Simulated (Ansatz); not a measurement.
**Li5Sc (built on the sites of a database entry of YCu5): phonons and vibrational spectra**

Task: relax Li5Sc (built on the sites of a database entry of YCu5), then find its harmonic phonons.

Program: Ansatz 0.2.0. Level of theory: DFT LDA, scalar-relativistic, plane waves, norm-conserving pseudopotentials. Results are calculated unless marked as measured.

The structure was built from a prototype and need not be the compound's stable phase.

## 1. Starting point

It takes space group P6/mmm (No. 191, hexagonal). The conventional cell has a = 4.776 Å, b = 4.776 Å, c = 3.909 Å, α = 90.00°, β = 90.00°, γ = 120.00°. Sc has 18 Li at 2.76 to 3.09 Å nearest. Nearest to Li lie 8 Li at 2.39 Å and 4 Sc at 3.09 Å. Nearest to Li lie 9 Li at 2.39 to 2.76 Å and 3 Sc at 2.76 Å. Farther neighbours are not listed.

## 2. Coarse relaxation

A rough relaxation comes first, because large forces or stress need no tight tolerances yet.

File input.yaml:

```yaml
crystal:
  lattice:
    - [4.77575, 0.0, 0.0]
    - [-2.38787, 4.13592, 0.0]
    - [0.0, 0.0, 3.90934]
  atoms:
    - { symbol: Sc, position: [0.0, 0.0, 0.0] }
    - { symbol: Li, position: [0.5, 0.0, 0.5] }
    - { symbol: Li, position: [0.5, 0.5, 0.5] }
    - { symbol: Li, position: [0.0, 0.5, 0.5] }
    - { symbol: Li, position: [0.3333333333, 0.6666666667, 0.0] }
    - { symbol: Li, position: [0.6666666667, 0.3333333333, 0.0] }
kpoints:
  mp_grid: { grid: [6, 6, 6] }
hamiltonian:
  xc: lda
  pseudopotentials: { kind: nc }
scf:
  occupations: { method: gaussian, width: 0.1 }
output:
  forces: true
  stress: true
  eigenvalues: true
relax:
  adjacent_minimum: "off"
  f_tol: 0.05
  max_steps: 80
  cell: { stress_tol: 0.5 }
```

Command:

```
ansatz run input.yaml --threads 8 --pin off --max-ram 14336MiB --backend cpu --events-out ev --progress --plain --runs-dir out
```

Numbers of over 12 decimals in the logs are rounded to 6 here.

What it wrote:

```text
The last accepted step is kept in <dir> (removed where the run ends without a failure and the disk answers)
Engine: ansatz 0.2.0, aarch64-unknown-linux-gnu
Pseudopotentials: kind: nc
Pseudopotential: Sc, nc, valence charge 11, recommended cutoff 1061.244064 eV (normal), Sc.nc.azcp (PseudoDojo's, or run here from an input of PseudoDojo's: the run reads no file of this project's for it)
[...]
cell:  # Å, volume = 114.0112 Å³
    - [5.410759, -3.2705893307919103e-6, 0]
    - [-2.705377, 4.685856, 0]
    - [0, 0, 4.496770]
  atoms:
    - { symbol: Sc, position: [0, 0, 0] }
    - { symbol: Li, position: [0.5, 0, 0.500000] }
    - { symbol: Li, position: [0.500000, 0.500000, 0.500000] }
    - { symbol: Li, position: [2.7755575615628914e-17, 0.500000, 0.500000] }
    - { symbol: Li, position: [0.333333, 0.666667, 0] }
    - { symbol: Li, position: [0.666667, 0.333333, 0] }
[key lines of the parts left out:]
SCF converged after 4 iterations
Free energy (F): -2282.917458 eV
Fermi energy:    2.849224 eV
P = ⅓ Tr σ = 0.0091 GPa (0.091 kbar)
```

It took 8.7 s on 8 threads of Arm Neoverse V2, shared host; peak memory 0.79 GiB.

Relaxation path:

```csv
step,energy less that of the first step (eV),largest force component (eV/Å),pressure (GPa),volume (Å³)
1,0.0000,0.0000,17.47,77.22
2,-0.9164,0.0000,8.52,88.88
3,-1.3332,0.0000,2.53,101.50
4,-1.3881,0.0000,0.26,107.98
5*,-1.4566,0.0000,1.32,107.98
6,-1.4780,0.0000,0.38,112.06
7,-1.4813,0.0000,0.00,114.01
8*,-1.4822,0.0000,0.01,114.01
```

Relaxation steps marked * repeat the geometry before them on a plane-wave basis chosen anew for their cell, so energy and pressure can jump there.

Forces are held to the 24 operations that the run works with; a distortion that breaks them can't arise in this run.

```
     cell as run  before  after   change
           a (Å)   4.776  5.411  +13.3 %
           b (Å)   4.776  5.411  +13.3 %
           c (Å)   3.909  4.497  +15.0 %
volume (Å³/atom)   12.87  19.00  +47.6 %
```

The relaxed structure:

```xyz
6
Lattice="5.4108 0.0000 0.0000 -2.7054 4.6859 0.0000 0.0000 0.0000 4.4968" Properties=species:S:1:pos:R:3 pbc="T T T"
Sc    0.0000    0.0000    0.0000
Li    2.7054    0.0000    2.2484
Li    1.3527    2.3429    2.2484
Li   -1.3527    2.3429    2.2484
Li    0.0000    3.1239    0.0000
Li    2.7054    1.5619    0.0000
```

This step gave:

- pressure: 0.009059 GPa
- volume per atom: 19.00 Å³
- gap on the k-mesh: 0 eV

In this step the volume went from 12.87 to 19.00 Å³/atom.

## 3. Relaxation

Harmonic phonons are second derivatives at a point where the forces vanish, and they are wanted at zero stress, so atoms and cell are relaxed first.

input.yaml: that of step 2 with these lines changed.

```diff
@@ -2,5 +2,5 @@
   lattice:
-    - [4.77575, 0.0, 0.0]
-    - [-2.38787, 4.13592, 0.0]
-    - [0.0, 0.0, 3.90934]
+    - [5.4107588679, -3.2706e-06, 0.0]
+    - [-2.7053766015, 4.6858562687, 0.0]
+    - [0.0, 0.0, 4.4967696721]
   atoms:
@@ -13,3 +13,3 @@
 kpoints:
-  mp_grid: { grid: [6, 6, 6] }
+  mp_grid: { grid: [6, 6, 8] }
 hamiltonian:
@@ -23,6 +23,10 @@
   eigenvalues: true
+  write_density: true
+  write_potential: true
+  elf: true
+  volumetric_format: npy
 relax:
   adjacent_minimum: "off"
-  f_tol: 0.05
+  f_tol: 0.005
   max_steps: 80
-  cell: { stress_tol: 0.5 }
+  cell: { stress_tol: 0.05 }
```

What it wrote:

```text
[...]
Crystal: 6 atoms, lattice volume = 114.011 Å³
Basis set: ecut = 1061.244064 eV, 8909 PW (Γ)
Bands: 19, of which v1, the nominal top of the filled ones, is band 13 counted from 1 (12 counted from 0)
Symmetry: 24 space group operations
[...]
k-points: 35 of 288
[...]
SCF iter   1: F=—  HF=-2284.707516 eV  |F-HF|=—  |Δ(HF+E_count)|=         —  Δρ=4.50e-2  dr2=7.75e0  ethr=3.10e-3  ⟨swp⟩=5.9  Hψ=3432  notcnv=0
[...]
SCF iter  10: F=-2282.927418 eV  HF=-2282.927418 eV  |F-HF|=2.57e-10  |Δ(HF+E_count)|=   2.50e-8  Δρ=1.14e-6  dr2=1.55e-9  ethr=3.85e-10  ⟨swp⟩=13.4  Hψ=4885  notcnv=0
SCF 1 converged in 10 iterations: F = -2282.927418 eV  dr2 = 1.55e-9
relax step   1: F+E_penalty+E_count = -2282.92741826 eV  Δ(F+E_penalty+E_count) = +0.000e0 eV  max|allowed force component| = 6.939e-18 eV/Å  Δτ_max = 0.0000 Å  P = -0.006 GPa  Ω = 114.011 Å³  (10 SCF iters, dr2 threshold 1.00e-7 eV, accepted)
Crystal: 6 atoms, lattice volume = 114.004 Å³
Basis set: ecut = 1061.244064 eV, 8933 PW (Γ)
[...]
SCF iter   5: F=-2282.928677 eV  HF=-2282.928677 eV  |F-HF|=4.80e-9  |Δ(HF+E_count)|=   4.39e-8  Δρ=3.49e-6  dr2=1.17e-8  ethr=6.48e-10  ⟨swp⟩=8.9  Hψ=4156  notcnv=0
SCF 2 converged in 5 iterations: F = -2282.928677 eV  dr2 = 1.17e-8
relax step   2: F+E_penalty+E_count = -2282.92867744 eV  Δ(F+E_penalty+E_count) = -1.259e-3 eV  max|allowed force component| = 6.939e-18 eV/Å  Δτ_max = 0.0000 Å  P = -0.015 GPa  Ω = 114.004 Å³  energy of the carried Pulay correction = -1.918e-6 eV  (5 SCF iters, dr2 threshold 1.69e-7 eV, accepted)
Crystal: 6 atoms, lattice volume = 113.428 Å³
Basis set: ecut = 1061.244064 eV, 9005 PW (Γ)
[...]
SCF iter   6: F=-2282.929320 eV  HF=-2282.929320 eV  |F-HF|=3.48e-8  |Δ(HF+E_count)|=   9.75e-8  Δρ=4.76e-6  dr2=5.29e-8  ethr=4.61e-10  ⟨swp⟩=10.2  Hψ=4827  notcnv=0
SCF 3 converged in 6 iterations: F = -2282.929320 eV  dr2 = 5.29e-8
relax step   3: F+E_penalty+E_count = -2282.92932038 eV  Δ(F+E_penalty+E_count) = -6.429e-4 eV  max|allowed force component| = 6.939e-18 eV/Å  Δτ_max = 0.0000 Å  P = +0.047 GPa  Ω = 113.428 Å³  energy of the carried Pulay correction = +3.091e-5 eV  (6 SCF iters, dr2 threshold 1.20e-7 eV, accepted)
[...]
relax step   4: F+E_penalty+E_count = -2282.93023276 eV  Δ(F+E_penalty+E_count) = -9.124e-4 eV  max|allowed force component| = 3.277e-18 eV/Å  Δτ_max = 0.0000 Å  P = +0.007 GPa  Ω = 113.718 Å³  energy of the carried Pulay correction = +1.258e-5 eV  (5 SCF iters, dr2 threshold 1.50e-7 eV, accepted)
[...]
SCF iter   1: F=—  HF=-2282.930173 eV  |F-HF|=—  |Δ(HF+E_count)|=         —  Δρ=2.20e-5  dr2=1.55e-7  ethr=5.83e-7  ⟨swp⟩=3.1  Hψ=5054  notcnv=0
eigensolver tolerance schedule: the retry pair's looser diagonalisation over-reported the residual by 978.30 of it (diagonalisation noise at 0.23 of the residual, at the tolerance the schedule requests for it); recorded, not acted on — ethr = c·dr2/N_el stays at c = 1.0e-1
[...]
SCF iter   2: F=—  HF=-2282.930273 eV  |F-HF|=—  |Δ(HF+E_count)|=   1.01e-4  Δρ=1.15e-5  dr2=6.00e-8  ethr=5.95e-10  ⟨swp⟩=3.0  Hψ=1329  notcnv=0
[...]
SCF iter   6: F=-2282.930273 eV  HF=-2282.930273 eV  |F-HF|=9.09e-12  |Δ(HF+E_count)|=  4.55e-13  Δρ=8.05e-8  dr2=1.28e-11  ethr=1.00e-12  ⟨swp⟩=6.1  Hψ=2965  notcnv=0
SCF 5 converged in 6 iterations: F = -2282.930273 eV  dr2 = 1.28e-11
relax step   5: F+E_penalty+E_count = -2282.93027306 eV  Δ(F+E_penalty+E_count) = -4.030e-5 eV  max|allowed force component| = 2.313e-18 eV/Å  Δτ_max = 0.0000 Å  P = +0.008 GPa  Ω = 113.718 Å³  stress off target by 3.51e-2 GPa  SCF on the basis re-selected at this cell (its energy is not comparable with the rows above)  (6 SCF iters)
[...]
SCF converged after 6 iterations
Free energy (F): -2282.930273 eV
[...]
Internal energy: -2282.905508 eV  (E = F + TS)
E sigma→0 (E₀):  -2282.917891 eV
Entropy (-TS):   -0.024765 eV (-4.128 meV/atom)
Fermi energy:    2.872530 eV
[...]
--- Stress (GPa, compression-positive) ---
       -0.005726      -0.000000       0.000000
       -0.000000      -0.005726       0.000000
        0.000000       0.000000       0.035123
  P = ⅓ Tr σ = 0.0079 GPa (0.079 kbar)
--- Band table (eV; the first three rows and the last of 35) ---
  k-point 0: bands = [... 9 lower, -1.0863, 2.7052, 2.7052, 3.1471, 3.4482, 3.7595, 3.7747, 3.7747, ... 2 higher]
  k-point 1: bands = [... 9 lower, -0.9898, 2.7162, 2.7162, 2.8263, 3.4376, 3.5217, 3.5217, 3.8011, ... 2 higher]
  k-point 2: bands = [... 9 lower, -0.7067, 2.0704, 2.7435, 2.7435, 3.2622, 3.2622, 3.4121, 4.0341, ... 2 higher]
  k-point 34: bands = [... 9 lower, 1.7661, 1.7661, 1.8271, 2.0303, 2.0303, 2.4219, 4.0252, 4.0252, ... 2 higher]
--- Relaxed structure (4 steps of the walk, 4 accepted, 1 SCFs on fresh bases) ---
[...]
cell:  # Å, volume = 113.7176 Å³
    - [5.459806, -3.3002629402864096e-6, 0.0]
    - [-2.729900, 4.728332, 0.0]
    - [0.0, 0.0, 4.404967]
  atoms:
    - { symbol: Sc, position: [0, 0, 0.0] }
    - { symbol: Li, position: [0.500000, 0.0, 0.500000] }
    - { symbol: Li, position: [0.500000, 0.5, 0.500000] }
    - { symbol: Li, position: [2.7755575615628914e-17, 0.500000, 0.500000] }
    - { symbol: Li, position: [0.333333, 0.666667, 0.0] }
    - { symbol: Li, position: [0.666667, 0.333333, 0.0] }
```

The job ended after 9.2 s (8 threads; peak memory 0.86 GiB).

Relaxation path:

```
step  energy less that of the first step (eV)  largest force component (eV/Å)  pressure (GPa)  volume (Å³)
   1                                   0.0000                          0.0000           -0.01       114.01
   2                                  -0.0013                          0.0000           -0.02       114.00
   3                                  -0.0019                          0.0000            0.05       113.43
   4                                  -0.0028                          0.0000            0.01       113.72
  5*                                  -0.0029                          0.0000            0.01       113.72
```

Relaxation steps marked * repeat the geometry before them on a plane-wave basis chosen anew for their cell, so energy and pressure can jump there.

Forces are held to the 24 operations that the run works with; a distortion that breaks them can't arise in this run.

| conventional cell, symmetrised | before | after | change |
| --- | --- | --- | --- |
| a (Å) | 5.411 | 5.460 | +0.9 % |
| b (Å) | 5.411 | 5.460 | +0.9 % |
| c (Å) | 4.497 | 4.405 | -2.0 % |
| volume (Å³/atom) | 19.00 | 18.95 | -0.3 % |

Final coordinates:

```cif
data_structure
_symmetry_space_group_name_H-M 'P 1'
_symmetry_Int_Tables_number 1
_cell_length_a 5.4598
_cell_length_b 5.4598
_cell_length_c 4.4050
_cell_angle_alpha 90.000
_cell_angle_beta 90.000
_cell_angle_gamma 120.000
_cell_volume 113.72
loop_
_atom_site_label
_atom_site_type_symbol
_atom_site_fract_x
_atom_site_fract_y
_atom_site_fract_z
_atom_site_occupancy
Sc1 Sc 0.00000 0.00000 0.00000 1
Li2 Li 0.50000 0.00000 0.50000 1
Li3 Li 0.50000 0.50000 0.50000 1
Li4 Li 0.00000 0.50000 0.50000 1
Li5 Li 0.33333 0.66667 0.00000 1
Li6 Li 0.66667 0.33333 0.00000 1
```

This step gave:

```
pressure        : 0.007890 GPa
volume per atom : 18.95 Å³
```

Electrostatic potential energy in the ab plane at fractional z = 0.000, with atoms of Sc and Li within 0.2 Å of it. With pseudopotentials it is smooth inside the atoms' cores, unlike the true potential.

Ten even steps from '_' (-74 eV) to '@' (6 eV), each cell a mean:
```
__--%%@@@@@@@@@@@@@@@@@@##::__
==##@@@@@@@@@@@@@@@@@@@@##==::
%%@@@@@@@@@@%%@@@@@@@@@@%%####
@@@@@@@@%%####%%@@@@@@@@@@@@@@
@@@@@@%%**++##@@@@@@@@@@@@@@@@
@@@@@@%%****%%@@@@@@@@@@@@@@@@
@@@@@@%%%%%%@@@@@@@@@@@@@@@@@@
@@@@@@@@@@@@@@@@@@@@@@%%@@@@@@
@@@@@@@@@@@@@@@@@@%%####%%@@@@
@@@@@@@@@@@@@@@@%%**++##@@@@@@
@@@@@@@@@@@@@@@@%%****%%@@@@@@
%%%%%%@@@@@@@@@@%%%%%%@@@@@@@@
**++**%%@@@@@@@@@@@@@@@@@@@@%%
____++%%@@@@@@@@@@@@@@@@@@##--
____**%%@@@@@@@@@@@@@@@@%%==__
```
Columns run along a (5.5 Å; values clipped at the 3rd and 97th percentile), rows up along b (5.5 Å). Atoms in or near the plane, at fractional coordinates: Sc at (0.00, 0.00), Li at (0.33, 0.67), Li at (0.67, 0.33).

Valence density in the ab plane at fractional z = 0.000, with atoms of Sc and Li within 0.2 Å of it. It is the smooth field of the valence electrons, not physical close to the nuclei.

Ten steps, logarithmic in the rise over the least value, from '_' (0 e/Å³) to '@' (11 e/Å³), each cell a mean:
```
%%##--________________..==##%%
**--..________________..==**##
::..______....________..::====
________--**++..________......
______::%%@@**________________
______--%%%%--________________
______::--::__________________
______________________..______
__________________--**++..____
________________::%%@@**..____
________________--%%%%--______
::::::..________::--::________
++**==::__________________..--
%%%%**::________________..--##
##%%++::________________::**%%
```
Columns run along a (5.5 Å), rows up along b (5.5 Å). Atoms in or near the plane, at fractional coordinates: Sc at (0.00, 0.00), Li at (0.33, 0.67), Li at (0.67, 0.33).

ELF in the ab plane at fractional z = 0.000, with atoms of Sc and Li within 0.2 Å of it. It is the smooth field of the valence electrons, not physical close to the nuclei.

Values in units of 1e-1, 15 rows by 15 columns, each cell a mean:
```
5.7 7.7 3.0 1.7 4.5 6.4 6.6 6.4 6.7 6.3 3.7 1.4 4.2 8.3 5.2
7.2 3.4 1.4 3.2 4.5 3.4 2.2 2.3 4.0 4.8 2.6 1.3 4.3 8.0 8.3
2.2 1.5 2.9 3.3 1.5 0.9 0.9 0.4 1.9 3.9 2.4 1.2 2.3 4.3 4.2
2.1 3.8 3.8 1.2 2.8 7.4 7.1 0.6 1.7 4.5 3.4 1.7 1.2 1.3 1.4
5.4 5.6 2.2 1.9 8.5 9.9 7.7 0.5 3.4 5.9 5.1 3.4 2.4 2.6 3.7
7.0 5.2 1.0 3.9 9.6 8.7 2.8 1.7 6.0 6.9 5.9 4.5 3.9 4.8 6.3
7.1 4.6 0.8 1.4 3.9 1.7 1.4 5.4 7.1 6.0 3.4 1.7 1.9 4.0 6.7
7.1 5.2 1.7 0.5 0.7 2.4 5.7 7.1 5.4 1.7 0.5 0.6 0.4 2.3 6.4
7.1 5.9 4.0 3.3 4.3 6.2 7.1 5.7 1.4 2.8 7.7 7.1 0.9 2.2 6.6
6.0 4.5 3.5 3.6 4.9 6.3 6.2 2.4 1.7 8.7 9.9 7.4 0.9 3.4 6.4
2.7 1.7 1.4 1.7 3.1 4.9 4.3 0.7 3.9 9.6 8.5 2.8 1.5 4.5 4.5
1.7 2.4 2.0 1.2 1.7 3.6 3.3 0.5 1.4 3.9 1.9 1.2 3.3 3.2 1.7
6.3 7.2 5.6 2.0 1.4 3.5 4.0 1.7 0.8 1.0 2.2 3.8 2.9 1.4 3.0
7.3 8.1 7.2 2.4 1.7 4.5 5.9 5.2 4.6 5.2 5.6 3.8 1.5 3.4 7.7
1.0 7.3 6.3 1.7 2.7 6.0 7.1 7.1 7.1 7.0 5.4 2.1 2.2 7.2 5.7
```
Columns run along a (5.5 Å), rows up along b (5.5 Å). Atoms in or near the plane, at fractional coordinates: Sc at (0.00, 0.00), Li at (0.33, 0.67), Li at (0.67, 0.33).

In this step the volume went from 19.00 to 18.95 Å³/atom.

## 4. Tight relaxation

Phonons need a cell at rest on their own settings, so the relaxation is repeated with tight tolerances on forces and stress, using the mesh and the filling of the phonon run that follows.

File input.yaml:

```yaml
crystal:
  lattice:
    - [5.4598058062, -3.3003e-06, 0.0]
    - [-2.729900045, 4.7283321781, 0.0]
    - [0.0, 0.0, 4.4049674162]
  atoms:
    - { symbol: Sc, position: [0.0, 0.0, 0.0] }
    - { symbol: Li, position: [0.5, 0.0, 0.5] }
    - { symbol: Li, position: [0.5, 0.5, 0.5] }
    - { symbol: Li, position: [0.0, 0.5, 0.5] }
    - { symbol: Li, position: [0.3333333333, 0.6666666667, 0.0] }
    - { symbol: Li, position: [0.6666666667, 0.3333333333, 0.0] }
kpoints:
  mp_grid: { grid: [6, 6, 8] }
hamiltonian:
  xc: lda
  pseudopotentials: { kind: nc }
scf:
  occupations: { method: methfessel_paxton, width: 0.15 }
output:
  forces: true
  stress: true
  eigenvalues: true
relax:
  adjacent_minimum: "off"
  f_tol: 0.001
  max_steps: 60
  cell: { stress_tol: 0.01 }
```

What it wrote:

```text
[...]
Crystal: 6 atoms, lattice volume = 113.718 Å³
Basis set: ecut = 1061.244064 eV, 8969 PW (Γ)
Bands: 19, of which v1, the nominal top of the filled ones, is band 13 counted from 1 (12 counted from 0)
Symmetry: 24 space group operations
[...]
k-points: 35 of 288
[...]
cell:  # Å, volume = 113.6781 Å³
    - [5.458773, -3.299650401514911e-6, 0.0]
    - [-2.729384, 4.727438, 0.0]
    - [0.0, 0.0, 4.405103]
  atoms:
    - { symbol: Sc, position: [0, 0, 0.0] }
    - { symbol: Li, position: [0.500000, 0, 0.5] }
    - { symbol: Li, position: [0.5, 0.500000, 0.5] }
    - { symbol: Li, position: [5.551115123125783e-17, 0.5, 0.5] }
    - { symbol: Li, position: [0.333333, 0.666667, 0.0] }
    - { symbol: Li, position: [0.666667, 0.333333, 0.0] }
[key lines of the parts left out:]
SCF converged after 6 iterations
Free energy (F): -2282.916131 eV
Fermi energy:    2.871195 eV
P = ⅓ Tr σ = 0.0005 GPa (0.005 kbar)
```

Run time: 6.1 s. Hardware: 8 threads; peak memory 0.85 GiB; 42 s of CPU time.

Little changed from the start: no atom moved by 0.005 Å and no cell edge by 0.1 %.

This step gave:

- pressure: 5.25e-4 GPa

The forces vanish by symmetry and the pressure is 0.001 GPa, within the tolerances set. The cell now holds 18.95 Å³/atom.

(Continued in part 2 of 2.)

[Logs are printed without paths, hosts, clocks, repeated set-up lines and the standing remarks that a program may print on its own settings, such as how far it seeks lower states.]

[Hosts, paths, dates, database ids (printed as entryN), source tags and the programs' standing remarks are cut or masked in the printed files.]
